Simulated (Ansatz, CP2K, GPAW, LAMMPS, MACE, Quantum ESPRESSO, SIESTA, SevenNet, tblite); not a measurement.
# Amorphous 30In2O3-70HfO2 (mol %) (83 atoms) in tblite

How near does tblite come to plane waves for amorphous 30In2O3-70HfO2 (mol %) (83 atoms)?

Method: the method is named at each step, in tblite 0.8.0.

### Step 1. Set-up

The cell holds 83 atoms: 14 In, 16 Hf and 53 O. Its edges and angles: a = 10.461 Å, b = 10.461 Å, c = 10.461 Å, α = 90.0°, β = 90.0°, γ = 90.0°. 83 atoms (14 Sc, 16 Zr, 53 O) placed at random at 4.52 g/cm³, melted at 5000 K for 10 ps at fixed volume with the Morse and Coulomb pair potential with partial charges (Pedone, Malavasi, Menziani, Cormack and Segre, J. Phys. Chem. B 110, 11780 (2006)). Quenched from 5000 K to 300 K at 200 K/ps and fixed volume, held 10 ps at zero pressure, then minimised at fixed cell. Then Sc was replaced by In, Zr was replaced by Hf and the cell scaled by 1.022 (the potential has no terms for the new elements, so the cell is a start for a DFT relaxation).

The yardstick, on the same geometry:

| Quantity | Value |
| --- | --- |
| method | Kohn-Sham DFT, PBE, SSSP efficiency 1.3.0 pseudopotentials, plane waves (Quantum ESPRESSO 7.5); sssp-pbe-1.3.0-efficiency, cutoffs 60/480 Ry, Γ point |
| r.m.s. force component | 0.564 eV/Å |
| longest force | 2.036 eV/Å |
| pressure | -7.655 GPa |
| gap (highest filled to lowest empty level) | 1.572 eV |
| time | 4.1 min on 4 MPI ranks of Arm Neoverse V1, shared host |
| CPU time | 16 min |

### Step 2. IPEA1-xTB

Method: IPEA1-xTB tight binding, diagonalisation.

Input file run.py:

```python
import numpy as np
from ase.io import read
from tblite.ase import TBLite

atoms = read("structure.xyz")
atoms.calc = TBLite(method="IPEA1-xTB", electronic_temperature=580, accuracy=1.0, max_iterations=250, mixer_damping=0.4, verbosity=1)
energy = atoms.get_potential_energy()
forces = atoms.get_forces()
print(f"energy {energy:.6f} eV")
print("forces (eV/A)")
for i, (a, f) in enumerate(zip(atoms, forces)):
    print(f"{i:4d} {a.symbol:2s} {f[0]:10.5f} {f[1]:10.5f} {f[2]:10.5f}")
stress = -atoms.get_stress(voigt=False) * 160.21766
print("stress (GPa, compression positive)")
for row in stress:
    print(" ".join(f"{x:10.4f}" for x in row))
print("charges (e)")
print(np.array2string(atoms.get_charges(), precision=4, suppress_small=True, max_line_width=110, threshold=100000))
```

Input file structure.xyz:

```xyz
83
Lattice="10.46053 0.00000 0.00000 0.00000 10.46053 0.00000 0.00000 0.00000 10.46053" Properties=species:S:1:pos:R:3 pbc="T T T"
In 5.46155 5.91449 0.17678
In 9.95570 4.83517 4.82157
In 9.01468 0.17333 4.07187
In 8.83130 7.49204 4.28296
In 2.93711 4.53966 3.25186
In 7.51694 4.41811 2.80028
In 2.65007 5.21457 10.27778
In 3.53995 8.78611 0.12772
In 4.12396 7.43702 7.48702
In 0.59771 9.67494 1.75716
In 10.23950 9.86564 9.35004
In 4.99218 1.08319 3.60888
In 10.16314 6.23416 0.43830
In 5.75789 10.35425 8.80222
Hf 3.90900 3.49288 7.61192
Hf 4.54385 2.19043 0.18023
Hf 1.45945 1.81187 4.64448
Hf 7.62876 2.23196 6.09462
Hf 0.52658 6.67361 7.47729
Hf 2.70792 0.32250 7.31170
Hf 7.89582 4.08578 9.31071
Hf 4.94846 7.31819 3.36829
Hf 1.70548 8.24719 4.56309
Hf 7.82437 7.24946 8.05869
Hf 6.16847 5.32587 5.87662
Hf 6.15937 9.58310 5.70810
Hf 7.76360 1.33487 0.94678
Hf 0.41947 2.67193 1.30798
Hf 7.33356 8.53401 1.18978
Hf 0.37428 2.93763 8.00063
O 9.75507 1.71218 5.33257
O 4.14770 5.40224 6.78407
O 5.72683 3.25699 6.43887
O 4.59510 4.08630 9.63687
O 8.70567 2.99652 7.67949
O 9.68446 8.30964 8.04425
O 2.18970 7.81569 6.68208
O 0.28118 4.66791 6.76796
O 9.19397 5.80800 8.93946
O 9.49900 8.18149 0.84908
O 0.62847 1.11614 2.83198
O 9.86606 3.31379 9.95215
O 6.19002 8.51487 7.66077
O 0.79008 0.84416 8.17710
O 3.94833 6.82958 9.51961
O 1.05976 3.77866 3.93713
O 9.18999 5.72578 3.07121
O 3.39674 2.42381 3.83734
O 7.12456 7.52091 3.03617
O 5.36542 7.44476 5.50234
O 6.71964 5.34606 8.00743
O 1.55726 9.44795 10.38019
O 7.91015 4.00806 4.92126
O 2.25152 2.37538 6.56304
O 1.21781 6.55174 9.46772
O 7.17216 4.77774 0.74699
[... 23 atom lines left out ...]
O 2.52151 2.38667 0.83883
O 4.76550 0.07542 0.27438
O 7.97103 10.22559 2.31512
O 5.17179 7.84059 1.30851
```

Launch:

```sh
OMP_NUM_THREADS=1 python run.py > output.txt
```

Log:

```text
------------------------------------------------------------
  cycle        total energy    energy error   density error
------------------------------------------------------------
      1     -263.2551376855  -2.6323092E+02   1.0481379E+00
      2     -262.5998298680   6.5530782E-01   9.6051438E-01
      3     -281.1212728378  -1.8521443E+01   6.3430855E-01
      4     -291.6793075862  -1.0558035E+01   2.8651094E-01
      5     -293.6690452305  -1.9897376E+00   1.4268356E-01
      6     -294.0300908663  -3.6104564E-01   9.1198936E-02
      7     -294.2066689646  -1.7657810E-01   5.4853941E-02
      8     -294.3078337255  -1.0116476E-01   2.4035709E-02
      9     -294.3345867105  -2.6752985E-02   8.3892376E-03
     10     -294.3371343832  -2.5476727E-03   2.0425843E-03
     11     -294.3370196797   1.1470346E-04   2.4507465E-03
     12     -294.3371924108  -1.7273111E-04   1.4208597E-03
     13     -294.3372592204  -6.6809540E-05   2.5454065E-04
     14     -294.3372610158  -1.7954434E-06   1.3482445E-04
     15     -294.3372619182  -9.0237296E-07   4.6183404E-05
     16     -294.3372619873  -6.9114606E-08   2.1512829E-05
     17     -294.3372619989  -1.1572524E-08   1.0266158E-05
------------------------------------------------------------
 total:                                   6.602 sec
energy -8009.324858 eV
forces (eV/A)
   0 In    2.87588   -0.26098   -0.25457
   1 In    0.39870   -1.97188    1.39156
   2 In   -0.15765    1.47358    0.27830
   3 In   -1.53383    1.18770    0.37622
   4 In    0.51515    0.12054    0.57091
   5 In   -0.71043   -0.59638   -0.32832
   6 In   -1.47066   -1.59788   -0.67342
   7 In    0.22591    0.57316    0.88339
   8 In    0.58240   -0.20565   -1.50919
   9 In    0.32772    0.52097    1.03336
  10 In   -1.01695    0.47002   -1.52730
  11 In   -0.27759   -0.31414    0.37774
  12 In   -1.52758   -0.47482   -0.50931
  13 In    0.77756    1.30953   -0.41871
  14 Hf    0.34152    0.08974   -0.38917
  15 Hf   -1.06271    0.46943    0.66077
  16 Hf    0.21135   -0.88619    0.36453
  17 Hf   -0.66509    0.12324    0.31890
  18 Hf   -0.18598   -0.18789    0.47618
  19 Hf    1.07141   -0.51810   -0.44149
  20 Hf   -0.43688   -0.32925   -0.46574
  21 Hf   -0.13435   -0.02370   -0.39167
  22 Hf   -0.32489    0.40329   -0.19720
  23 Hf   -0.81277    0.11368    0.23545
[...]
75 O     0.62730   -0.15871    0.23868
  76 O     0.37181    0.44188   -0.30439
  77 O    -0.09059    0.24510   -0.21740
  78 O    -0.25280    0.24668    0.38991
  79 O     0.28976    0.35524   -0.08169
  80 O     0.18908    0.37727    0.47973
  81 O    -0.35706    0.01588   -1.09338
  82 O     0.09319    0.16488    0.59441
stress (GPa, compression positive)
  -15.9795    -0.8907     1.6205
   -0.8907   -15.1823    -0.4817
    1.6205    -0.4817   -15.7406
charges (e)
[ 0.5443  0.572   0.5635  0.5677  0.5318  0.5391  0.5243  0.5559  0.5719  0.5251  0.5209  0.5251  0.5599
  0.5443  1.008   0.9673  0.9937  0.9382  0.988   0.9719  0.9672  0.9594  0.9856  0.9509  0.9407  0.9069
  0.9493  0.9758  0.9631  0.9924 -0.4515 -0.4486 -0.4944 -0.4364 -0.4878 -0.4185 -0.4502 -0.4512 -0.4564
 -0.3821 -0.4444 -0.4903 -0.4255 -0.4412 -0.3491 -0.3929 -0.3721 -0.3847 -0.4604 -0.4708 -0.4869 -0.3563
 -0.4077 -0.4994 -0.4118 -0.4049 -0.4856 -0.3856 -0.4264 -0.3961 -0.4647 -0.4317 -0.4317 -0.4352 -0.444
 -0.4278 -0.3745 -0.4686 -0.493  -0.4615 -0.3591 -0.4553 -0.433  -0.4407 -0.4409 -0.4425 -0.4575 -0.484
 -0.4183 -0.4933 -0.4136 -0.4474 -0.4165]
```

It took 7.2 s on 1 thread of Arm Neoverse V1, shared host; peak memory 0.13 GiB.

Banners, paths, timers and routine set-up lines are dropped from the logs unmarked, and long logs keep their key lines alone; longer cuts are marked.

Compared with the plane-wave run:

```yaml
r_m_s_force_component: 0.5436 eV/Å
r_m_s_difference_of_force_components: 467.8 meV/Å
longest_difference_of_force_vectors: 1810 meV/Å
force_difference_over_r_m_s_force: 82.93 %
slope_of_forces_against_the_reference_s: 0.6206
correlation_of_force_components: 0.6439
pressure: -15.63 GPa
pressure_difference: -7.979 GPa
```

Length of the force difference by element (eV/Å):

| element | atoms | mean | most |
| --- | --- | --- | --- |
| Hf | 16 | 0.77 | 1.3 |
| In | 14 | 1.2 | 1.8 |
| O | 53 | 0.57 | 1.4 |

Local excerpt of 10 atoms (numbers count through the whole input) about Hf26, which has 7 bonded neighbours where the commonest count for Hf is 6; x, y, z are measured from there.

| atom | x | y | z | distance (Å) | bonds | Mulliken charge (e) | Fx | Fy | Fz (eV/Å) |
| --- | --- | --- | --- | --- | --- | --- | --- | --- | --- |
| Hf26 | 0.00 | 0.00 | 0.00 | 0.00 | 7 | 0.91 | -0.03 | -0.27 | 0.14 |
| O66 | 2.01 | -0.39 | -0.39 | 2.09 | 3 | -0.43 | -0.88 | 0.23 | 0.93 |
| O78 | -1.77 | 1.11 | 0.31 | 2.11 | 2 | -0.48 | -0.09 | 0.25 | -0.22 |
| O75 | -1.02 | -0.14 | -1.95 | 2.20 | 3 | -0.44 | 0.12 | -0.67 | 0.00 |
| O43 | 0.03 | -1.07 | 1.95 | 2.23 | 4 | -0.43 | 0.31 | -0.50 | -0.10 |
| O65 | 0.78 | 1.46 | 1.50 | 2.23 | 3 | -0.44 | -0.12 | 0.57 | -0.72 |
| O50 | -0.79 | -2.14 | -0.21 | 2.29 | 4 | -0.47 | 0.06 | 0.06 | -0.40 |
| O59 | 0.73 | 1.92 | -1.16 | 2.36 | 4 | -0.43 | 0.22 | 0.00 | 0.44 |
| In12 | -1.17 | 1.96 | -2.10 | 3.10 | 4 | 0.53 | -0.28 | -0.31 | 0.38 |
| In14 | -0.40 | 0.77 | 3.09 | 3.21 | 6 | 0.54 | 0.78 | 1.31 | -0.42 |

Atoms are counted from 1 here, from 0 in the log.

Forces lie 83 % from the reference's, at 0.0074 times its CPU time (on 1 against 4 cores).

Left out of this page: tblite GFN1-xTB (killed or ended with an error).

### Step 3. Outcome

| Quantity | Value |
| --- | --- |
| force difference from the reference | tblite IPEA1-xTB, 83 % |
| its CPU time | 7.2 s |

In words: Tight binding differs by 83 % (tblite IPEA1-xTB); it is another model, with fitted parameters of its own, and the xTB methods hold dispersion. IPEA1-xTB was fitted to ionisation energies and electron affinities, not to forces or charges. One electronic-structure run takes under half the reference's CPU time: tblite IPEA1-xTB, at 83 % in 7.2 s against 16 min, too far off to be of use; its pressure misses by -8.0 GPa. Periodic xTB results under one method name differ between programs and library versions. The reference's pressure holds the uncorrected Pulay stress of its 60 Ry basis, so small pressure differences, and their order, may be the reference's own error. The quench rate of 200 K/ps is many orders above laboratory rates, so the cell is likely richer in defects and strain than a real sample. The network of bonds at the start is that of the classical potential that made the cell, and needn't be the one that DFT or experiment would give. The reference's stress is far from hydrostatic: its diagonal is -9.7, -7.0, -6.3 GPa, compression counted positive. The reference's pressure of -7.7 GPa belongs to a cell and atoms that aren't relaxed at this level. The electronic-structure runs sample only Γ, in a cell whose shortest periodic width is 10 Å. Spin–orbit coupling is left out, which matters for the levels of the heavy elements.

[Also dropped from logs without a mark: logging warnings of Python, and SIESTA's first energy breakdown and zero terms.]

[Logs are printed without paths, hosts, clocks, repeated set-up lines and the standing remarks that a program may print on its own settings, such as how far it seeks lower states.]

[Hosts, paths, dates, database ids (printed as entryN), source tags and the programs' standing remarks are cut or masked in the printed files.]
